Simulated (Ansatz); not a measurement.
# Where V_B puts its levels in the gap of BP (F-43m)

Charge states of V_B in BP (F-43m), set against the band edges. Model: a cell of 54 host atoms with 1 B taken out.

Method: place-levels on r2SCAN runs: charge-transition levels and formation energies with image-charge correction and potential alignment at the atomic sites; PAW set soft_1, in Ansatz 0.2.0.

## Step 1: The structure

The cell holds 53 atoms: 26 B and 27 P. Its edges and angles: a = 9.479 Å, b = 9.479 Å, c = 9.479 Å, α = 60.0°, β = 60.0°, γ = 60.0°. It derives from BP (space group F-43m). Nearest the centre at fractional (0.667, 0.333, 0.667): P22 at 1.93 Å, P40 at 1.93 Å, P28 at 1.93 Å, P24 at 1.93 Å, B41 at 3.16 Å, B37 at 3.16 Å, B35 at 3.16 Å, B43 at 3.16 Å.

Structure file:

```xyz
53
Lattice="0.0000 6.7025 6.7025 6.7025 0.0000 6.7025 6.7025 6.7025 0.0000" Properties=species:S:1:pos:R:3 pbc="T T T"
B     0.0000    0.0000    0.0000
P     3.3512    3.3512    3.3512
B     2.2342    2.2342    0.0000
P     5.5854    5.5854    3.3512
B     4.4683    4.4683    0.0000
P     7.8196    7.8196    3.3512
B     2.2342    0.0000    2.2342
P     5.5854    3.3512    5.5854
B     4.4683    2.2342    2.2342
P     7.8196    5.5854    5.5854
B     6.7025    4.4683    2.2342
P    10.0537    7.8196    5.5854
B     4.4683    0.0000    4.4683
P     7.8196    3.3512    7.8196
B     6.7025    2.2342    4.4683
P    10.0537    5.5854    7.8196
B     8.9367    4.4683    4.4683
P    12.2879    7.8196    7.8196
B     0.0000    2.2342    2.2342
P     3.3512    5.5854    5.5854
B     2.2342    4.4683    2.2342
P     5.5854    7.8196    5.5854
B     4.4683    6.7025    2.2342
P     7.8196   10.0537    5.5854
B     2.2342    2.2342    4.4683
P     5.5854    5.5854    7.8196
B     4.4683    4.4683    4.4683
P     7.8196    7.8196    7.8196
B     6.7025    6.7025    4.4683
P    10.0537   10.0537    7.8196
B     4.4683    2.2342    6.7025
P     7.8196    5.5854   10.0537
B     6.7025    4.4683    6.7025
P    10.0537    7.8196   10.0537
B     8.9367    6.7025    6.7025
P    12.2879   10.0537   10.0537
B     0.0000    4.4683    4.4683
P     3.3512    7.8196    7.8196
B     2.2342    6.7025    4.4683
P     5.5854   10.0537    7.8196
B     4.4683    8.9367    4.4683
P     7.8196   12.2879    7.8196
B     2.2342    4.4683    6.7025
P     5.5854    7.8196   10.0537
B     4.4683    6.7025    6.7025
P     7.8196   10.0537   10.0537
P    10.0537   12.2879   10.0537
B     4.4683    4.4683    8.9367
P     7.8196    7.8196   12.2879
B     6.7025    6.7025    8.9367
P    10.0537   10.0537   12.2879
B     8.9367    8.9367    8.9367
P    12.2879   12.2879   12.2879
```

Screening for the image-charge correction: ε∞ = 9.31, ε0 = 9.42, computed on the host (DFPT, PBEsol, on the r2SCAN cell), and a cell off the functional's own equilibrium shifts the ionic part.

The relaxed host is scaled by −1.5 % along all axes; the dielectric constants are those of the unstrained host.

The cell's shortest repeat is 9.5 Å.

## Step 2: The runs of each charge state

A transition level is the Fermi level at which two charge states cost the same, so each charge needs its own total energy, at its own relaxed structure.

Each atom starts 0.05 Å or so off its site in a random direction: a symmetric start keeps its symmetry, and would miss off-centre moves and Jahn–Teller distortions. Forces are taken on a 2×2×2 shifted mesh. The cell holds 3 electrons more than the neutral one, with a uniform background that keeps it neutral on the whole.

The sampling was tested on the host first: at the k-points planned (1x1x1 shifted 0.25 0.25 0.25) its energy lies 0.158 eV an atom from the dense-mesh value, so the final energies take a denser sampling.

One of the inputs; charge, spin and start change from state to state.

qm3.relax/input.yaml

```yaml
crystal:
  lattice:
    - [0.0, 2.23416263, 2.23416263]
    - [2.23416263, 0.0, 2.23416263]
    - [2.23416263, 2.23416263, 0.0]
  atoms:
    - { symbol: B, position: [0.0, 0.0, 0.0] }
    - { symbol: P, position: [0.75, 0.75, 0.75] }
  supercell: [3, 3, 3]
  defects: [{ vacancy: 46 }]
total_charge: -3
basis:
  ecutwfc: 500
  xc_grid: 2
hamiltonian:
  xc: r2scan
  pseudopotentials: { kind: paw, azcp: { folder: soft_1 } }
kpoints:
  mp_grid: { grid: [2, 2, 2], shift: [0.5, 0.5, 0.5] }
scf:
  occupations: { method: fixed }
  max_iter: 80
output:
  forces: true
  charged_corrections: { epsilon: 9.31, static_epsilon: 9.42 }
relax:
  f_tol: 0.02
  max_steps: 80
  random_displacement: { amplitude: 0.05, seed: 8796 }
checkpoint:
  write: "../qm3.relax.run"
  compress: false
  write_wavefunctions: true
  write_every: 100000
```

On the command line:

```bash
$ ansatz run input.yaml --threads 8 --pin off --max-ram 15073MiB --backend cpu --events-out ev --progress --plain --runs-dir out
```

The run of this state that the levels use, under r2SCAN:

qm3.point/input.yaml

```yaml
crystal:
  checkpoint: "../qm3.relax.run"
  host: checkpoint
total_charge: -3
basis:
  ecutwfc: 500
  xc_grid: 2
hamiltonian:
  xc: r2scan
  pseudopotentials: { kind: paw, azcp: { folder: soft_1 } }
kpoints:
  mp_grid: { grid: [2, 2, 2], shift: [0.5, 0.5, 0.5] }
scf:
  occupations: { method: fixed }
  max_iter: 80
output:
  forces: true
  eigenvalues: true
  charged_corrections:
    epsilon: 9.31
    static_epsilon: 9.42
    defect_position: [0.666667, 0.333333, 0.666667]
  eigenstates: { localisation: true }
  populations: true
checkpoint:
  read: "../qm3.relax.run"
  write: "../qm3.point.run"
  compress: false
  write_wavefunctions: false
  write_every: 100000
```

Relaxations under r2SCAN at a 2×2×2 shifted mesh; times on 8 threads of Intel Xeon Platinum 8375C at 2.90GHz (Ice Lake), shared host:

```tsv
charge	moment (μB)	occupations	outcome	steps	largest displacement against the far atoms (Å)	time
−3	0	fixed	converged	5	0.14	52 s
−2	1	fixed	converged	11	0.10	5.4 min
−1	0	fixed	converged	7	0.10	86 s
0	1	fixed	converged	10	0.03	4.4 min
+1	0	fixed	converged	6	0.07	70 s
0	3	fixed	converged	5	0.01	2.2 min
−3	2	fixed	converged	6	0.10	3.7 min
−2	3	fixed	converged	10	0.05	3.9 min
−1	2	fixed	converged	5	0.04	2.4 min
+1	2	fixed	converged	6	0.03	2.9 min
```

Single points under r2SCAN at a 2×2×2 shifted mesh; times on 8 threads of Intel Xeon Platinum 8375C at 2.90GHz (Ice Lake), shared host:

```tsv
charge	moment (μB)	occupations	outcome	time
−3	0	fixed	converged	10 s
−2	1	fixed	converged	25 s
−1	0	fixed	converged	13 s
0	1	fixed	converged	24 s
+1	0	fixed	converged	13 s
0	3	fixed	converged	24 s
−3	2	fixed	converged	24 s
−2	3	fixed	converged	25 s
−1	2	fixed	converged	24 s
+1	2	fixed	converged	26 s
```

Distances (Å) from the ideal centre to the nearest atoms after relaxation with r2SCAN:

```tsv
charge	moment (μB)	1.	2.	3.	4.	5.	6.
−3	0	P 1.79	P 1.82	P 1.82	P 1.82	B 3.13	B 3.13
−3	2	P 1.84	P 1.84	P 1.85	P 1.85	B 3.12	B 3.13
−2	1	P 1.84	P 1.85	P 1.85	P 1.85	B 3.12	B 3.12
−2	3	P 1.88	P 1.89	P 1.89	P 1.91	B 3.14	B 3.14
−1	0	P 1.87	P 1.87	P 1.88	P 1.88	B 3.10	B 3.10
−1	2	P 1.89	P 1.89	P 1.90	P 1.90	B 3.14	B 3.14
0	1	P 1.92	P 1.92	P 1.93	P 1.94	B 3.13	B 3.13
0	3	P 1.93	P 1.93	P 1.94	P 1.94	B 3.15	B 3.15
+1	0	P 1.96	P 1.96	P 1.96	P 2.01	B 3.14	B 3.14
+1	2	P 1.95	P 1.96	P 1.97	P 1.97	B 3.13	B 3.13
```

## Step 3: place-levels, r2SCAN

A charged cell interacts with its images and the background, and its potential has another zero than the host's. place-levels removes the first by a point-charge model, screened by the static dielectric constant since the ions have relaxed around the charge, and the second by comparing potentials at atoms far from the defect.

The host is a run of the defect-free crystal in the same cutoffs, grids and k-points, so that basis and sampling errors cancel in part in the differences. The host is run in a cell of 2 atoms on a matching mesh. Its band edges are searched through the zone by a band path, so the gap is smaller than, or equal to, that on the mesh. Chemical potentials are energies per atom of B (alpha-rhombohedral (B12)), run with the same functional and cutoff.

levels.point.yaml

```yaml
host:
  run: host.point.run
states: [qm3.point.run, qm2_M1.point.run, qm1.point.run, q0_M1.point.run, qp1.point.run, q0_M3.point.run, qm3_M2.point.run, qm2_M3.point.run, qm1_M2.point.run, qp1_M2.point.run]
geometry_from:
  qm3.point.run: qm3.relax.run
  qm2_M1.point.run: qm2_M1.relax.run
  qm1.point.run: qm1.relax.run
  q0_M1.point.run: q0_M1.relax.run
  qp1.point.run: qp1.relax.run
  q0_M3.point.run: q0_M3.relax.run
  qm3_M2.point.run: qm3_M2.relax.run
  qm2_M3.point.run: qm2_M3.relax.run
  qm1_M2.point.run: qm1_M2.relax.run
  qp1_M2.point.run: qp1_M2.relax.run
  host.point.run: host.relax.run
chemical_potentials:
  B:
    energy: -156.554104
    dataset: <sha256 of the dataset>
epsilon: 9.31
static_epsilon: 9.42
vertical:
  - { from: qm3.point.run, to: qm3.point_neutral.run }
  - { from: qm2_M1.point.run, to: qm2_M1.point_neutral.run }
  - { from: qm1.point.run, to: qm1.point_neutral.run }
  - { from: qp1.point.run, to: qp1.point_neutral.run }
  - { from: qm3_M2.point.run, to: qm3_M2.point_neutral.run }
  - { from: qm2_M3.point.run, to: qm2_M3.point_neutral.run }
  - { from: qm1_M2.point.run, to: qm1_M2.point_neutral.run }
  - { from: qp1_M2.point.run, to: qp1_M2.point_neutral.run }
```

On the command line:

```bash
$ ansatz place-levels levels.point.yaml -- --threads 8 --pin off --max-ram 15073MiB
```

Numbers of over 12 decimals in the logs are rounded to 6 here.

The program printed:

```text
[... repeated set-up lines and file paths are left out, and long positions are rounded to six places ...]
(+1/0) 0.209 eV above the valence edge, 1.131 eV under the conduction edge
(0/-1) 0.693 eV above the valence edge, 0.647 eV under the conduction edge
(-1/-2) 1.389 eV above the valence edge (+1.459 eV without the band-filling correction), in the conduction band; not on the lower envelope
(-2/-3) 1.351 eV above the valence edge (+2.027 eV without the band-filling correction), in the conduction band; not on the lower envelope
(-1/-3) 1.370 eV above the valence edge (+1.743 eV without the band-filling correction), in the conduction band: charges between them are lowest nowhere
formation energy of charge +1: +3.883 eV with the Fermi level at the valence edge
formation energy of charge 0: +4.093 eV with the Fermi level at the valence edge
formation energy of charge -1: +4.786 eV with the Fermi level at the valence edge
formation energy of charge -2: +6.175 eV with the Fermi level at the valence edge
formation energy of charge -3: +7.526 eV with the Fermi level at the valence edge
vertical -3 to 0: no energy, since no alignment is typed
  the change from vertical[0].from (qm3.point.run) to vertical[0].to (qm3.point_neutral.run): by its potential at epsilon 9.31 it stands at 0.631 0.297 0.634, with an rms radius of about 2.5 Å (1.4 1.4 1.5 Å across the planes of the cell's vectors); [...]
vertical -2 to 0: no energy, since no alignment is typed
  the change from vertical[1].from (qm2_M1.point.run) to vertical[1].to (qm2_M1.point_neutral.run): by its potential at epsilon 9.31 it stands at 0.626 0.292 0.625, with an rms radius of about 2.3 Å (1.4 1.3 1.3 Å across the planes of the cell's vectors); [...]
vertical -1 to 0: no energy, since no alignment is typed
[...]
of vertical[1].from (qm2_M1.point.run): band_overlap_at_count; stability_check_not_made; of the run under geometry_from: band_overlap_at_count; [...]
  of vertical[1].to (qm2_M1.point_neutral.run): band_overlap_at_count; stability_check_not_made
  of vertical[2].from (qm1.point.run): band_overlap_at_count; of the run under geometry_from: band_overlap_at_count; [...]
  of vertical[2].to (qm1.point_neutral.run): band_overlap_at_count; stability_check_not_made
  of vertical[3].from (qp1.point.run): it parts from the run at its places by a charge that spreads by about 1.4 Å along one vector (1.3 Å or more is wide), by its potential at epsilon 9.31, taken for that of held ions (one typed too small widens it), where [...]
  of vertical[3].to (qp1.point_neutral.run): band_overlap_at_count; stability_check_not_made
  of vertical[4].from (qm3_M2.point.run): its moments are held at its close (magnetization.spin_locking), by a field of 0.393 eV a Bohr magneton, and its energy and levels are of the state that this holds: a run that lets them go can end lower; [...]
  of vertical[4].to (qm3_M2.point_neutral.run): band_overlap_at_count; stability_check_not_made
  of vertical[5].from (qm2_M3.point.run): its moments are held at its close (magnetization.spin_locking), by a field of 0.470 eV a Bohr magneton, and its energy and levels are of the state that this holds: a run that lets them go can end lower; [...]
  of vertical[5].to (qm2_M3.point_neutral.run): band_overlap_at_count; stability_check_not_made
  of vertical[6].from (qm1_M2.point.run): stability_check_not_made; [...]
  of vertical[6].to (qm1_M2.point_neutral.run): band_overlap_at_count; stability_check_not_made
  of vertical[7].from (qp1_M2.point.run): its moments are held at its close (magnetization.spin_locking), by a field of 0.152 eV a Bohr magneton, and its energy and levels are of the state that this holds: a run that lets them go can end lower; [...]
  of vertical[7].to (qp1_M2.point_neutral.run): it set out from the moments of a save, which an earlier run chose (saved_moments_taken); band_overlap_at_count; stability_check_not_made
```

The job ended after 1.5 s (8 threads of Intel Xeon Platinum 8375C at 2.90GHz (Ice Lake), shared host).

Levels between the charges placed, in eV above the valence top:

```tsv
	gap (eV)	(+1/0)	(0/−1)	(−1/−2)	(−2/−3)
r2SCAN	1.34	0.21	0.69	1.39	1.35
```

Corrections by state:

```tsv
charge	moment (μB)	image terms and alignment (eV)	band filling (eV)	ε used	over the lowest of its charge, as the program ranks them, band filling apart (eV)
+1	0.0	-0.076	-	9.42	0.000
0	1.0	0.000	-	-	0.000
−1	2.0	0.442	-	9.42	0.000
−2	1.0	1.301	-0.070	9.42	0.000
−3	0.0	2.578	-0.746	9.42	0.000
+1	2.0	-0.066	-	9.42	0.499
0	3.0	0.000	-	-	0.369
−1	0.0	0.449	-	9.42	0.151
−2	3.0	1.228	-	9.42	0.850
−3	2.0	2.463	-	9.42	0.628
```

The charged structures listed were also run neutral, and place-levels reads from each pair, by the potential or the spins, how wide the charge is by which they differ; that can be the carrier of either run.

```tsv
charge	rms radius (Å)	spread where it is widest against the cell (Å)	wide from (Å)	reading
+1	2.2	1.36	1.34	wide
−1	2.8	1.76	1.34	wide
−2	2.3	1.39	1.34	wide
−3	2.5	1.46	1.34	wide
```

The neutral runs of these pairs need not share the spin of the lowest neutral state, and very wide values only mean spread over the cell.

From the program's caveats on the states, each cut to its opening words:

- charge +1, −2 (1 μB), +1 (2 μB), −1: it parts from the run at its places by a charge that spreads by about 1.4 Å along one vector (1.3 Å or more is wide), by its potential at epsilon 9.31, taken [...]
- charge +1: its alignment with the host at atomic sites is doubtful: the mean over the far sites moves by -0.1999 eV from their farther parts to their nearer, more than [...]
- charge 0 (1 μB): its alignment with the host at atomic sites is doubtful: the mean over the far sites moves by -0.0592 eV from their farther parts to their nearer, more than [...]
- charge 0 (1 μB), −2 (1 μB), +1 (2 μB), −1, −3 (2 μB): filled levels lie above empty ones at the fixed electron count
- charge 0 (1 μB), −1 (2 μB), −2 (1 μB), +1 (2 μB), 0 (3 μB), −2 (3 μB), −3 (2 μB): flagged: stability check not made
- charge −1 (2 μB), −3 (2 μB): it parts from the run at its places by a charge that spreads by about 1.8 Å along one vector (1.3 Å or more is wide), by its potential at epsilon 9.31, taken [...]
- charge −1 (2 μB): its alignment with the host at atomic sites is doubtful: the mean over the far sites moves by +0.0644 eV from their farther parts to their nearer, more than [...]
- charge −2 (1 μB): a band-filling correction moves a carrier to the host's band edge, which changes its energy by -0.070 eV
- charge −2 (1 μB): its alignment with the host at atomic sites is doubtful: the mean over the far sites moves by +0.1788 eV from their farther parts to their nearer, more than [...]
- charge −3: it parts from the run at its places by a charge that spreads by about 1.5 Å along one vector (1.3 Å or more is wide), by its potential at epsilon 9.31, taken [...]
- charge −3: a band-filling correction moves a carrier to the host's band edge, which changes its energy by -0.746 eV
- charge −3: its alignment with the host at atomic sites is doubtful: the mean over the far sites moves by +0.2812 eV from their farther parts to their nearer, more than [...]
- charge +1 (2 μB): its alignment with the host at atomic sites is doubtful: the mean over the far sites moves by -0.1554 eV from their farther parts to their nearer, more than [...]
- charge +1 (2 μB): its moments are held at its close (magnetization.spin_locking), by a field of 0.152 eV a Bohr magneton, and its energy and levels are of the state that this [...]

The host's formation energy from the elements is -0.471 eV per atom at this strain; it sets how far the chemical potentials can move.

Limit set by the element alone; other compounds of these elements are not counted. Chemical potentials from the elements' reference states: B 0.00 eV, P -0.94 eV. Formation energy by charge state (B-rich; gap 1.34 eV):

```tsv
charge	at valence top (eV)	at conduction bottom (eV)	correction included (eV)
+1	3.88	5.22	-0.08
0	4.09	4.09	0.00
−1	4.79	3.45	0.44
−2	6.18	3.49	1.23
−3	7.53	3.50	1.83
```

| Fermi level (eV) | lowest formation energy (eV) |
| --- | --- |
| 0.00 | 3.88 |
| 0.12 | 4.01 |
| 0.24 | 4.09 |
| 0.37 | 4.09 |
| 0.49 | 4.09 |
| 0.61 | 4.09 |
| 0.73 | 4.05 |
| 0.85 | 3.93 |
| 0.98 | 3.81 |
| 1.10 | 3.69 |
| 1.22 | 3.57 |
| 1.34 | 3.45 |

Limit set by the element alone; other compounds of these elements are not counted. Chemical potentials from the elements' reference states: P 0.00 eV, B -0.94 eV. Formation energy by charge state (P-rich; gap 1.34 eV):

```tsv
charge	at valence top (eV)	at conduction bottom (eV)	correction included (eV)
+1	2.94	4.28	-0.08
0	3.15	3.15	0.00
−1	3.84	2.50	0.44
−2	5.23	2.55	1.23
−3	6.58	2.56	1.83
```

```json
{"Fermi level (eV)": "0.00", "lowest formation energy (eV)": "2.94"}
{"Fermi level (eV)": "0.12", "lowest formation energy (eV)": "3.06"}
{"Fermi level (eV)": "0.24", "lowest formation energy (eV)": "3.15"}
{"Fermi level (eV)": "0.37", "lowest formation energy (eV)": "3.15"}
{"Fermi level (eV)": "0.49", "lowest formation energy (eV)": "3.15"}
{"Fermi level (eV)": "0.61", "lowest formation energy (eV)": "3.15"}
{"Fermi level (eV)": "0.73", "lowest formation energy (eV)": "3.11"}
{"Fermi level (eV)": "0.85", "lowest formation energy (eV)": "2.99"}
{"Fermi level (eV)": "0.98", "lowest formation energy (eV)": "2.87"}
{"Fermi level (eV)": "1.10", "lowest formation energy (eV)": "2.75"}
{"Fermi level (eV)": "1.22", "lowest formation energy (eV)": "2.63"}
{"Fermi level (eV)": "1.34", "lowest formation energy (eV)": "2.50"}
```

## Step 4: Results

- gap of the host: 1.34 eV (r2SCAN)
- level (plus 1/0): 0.21 eV above the valence top
- level (0/minus 1): 0.69 eV above the valence top
- level (minus 1/minus 2): 1.39 eV above the valence top, past the conduction bottom, not a change between lowest states (1.46 eV above the valence top without the band-filling term)
- level (minus 2/minus 3): 1.35 eV above the valence top, past the conduction bottom, not a change between lowest states (2.03 eV above the valence top without the band-filling term)
- lowest of the charges placed, just above the valence top (0.02 eV): +1
- lowest of the charges placed, just below the conduction bottom (0.02 eV): −1
- lowest formation energy at mid-gap of the charges run, B-rich: 4.09 eV
- lowest formation energy at mid-gap of the charges run, P-rich: 3.15 eV

In words: Of the charges placed (−3, −2, −1, 0 and +1), the lowest changes at 0.21 eV (+1/0) and 0.69 eV (0/−1) above the valence top, in a gap of 1.34 eV. Charges above +1 were not placed, so these runs say nothing of levels that involve them. States placed: +1 at 0 μB and 2 μB; 0 at 1 μB and 3 μB; −1 at 2 μB and 0 μB; −2 at 1 μB and 3 μB; −3 at 0 μB and 2 μB. Other spin states or structures, where not listed, weren't placed. The program finds carriers beyond a band edge of the host and adds a band-filling term at charge −3 (-0.75 eV) and −2 (-0.07 eV); steps to such a charge show no bound level, and a defect level inside a band would be read the same way. Corrections reach 2.6 eV, so the cell is small for these charges and their levels are rough. The program doubts the alignment of potentials for at least one state, a sign that the cell is small. Keep in mind: r2SCAN makes the gap too small and tends to spread out bound carriers.

[Logs are printed without paths, hosts, clocks, repeated set-up lines and the standing remarks that a program may print on its own settings, such as how far it seeks lower states.]

[Hosts, paths, dates, database ids (printed as entryN), source tags and the programs' standing remarks are cut or masked in the printed files.]

[Where a table of states has a column of steps, it counts the stored structures, which are thinned; the runs took as many ionic steps or more.]

[A defect's name tells the site on which it was built; relaxed atoms can leave that site.]

[For some hosts the program warned that the k-mesh of the response run may be too coarse for force constants and the static dielectric constant; such warnings are not shown here.]
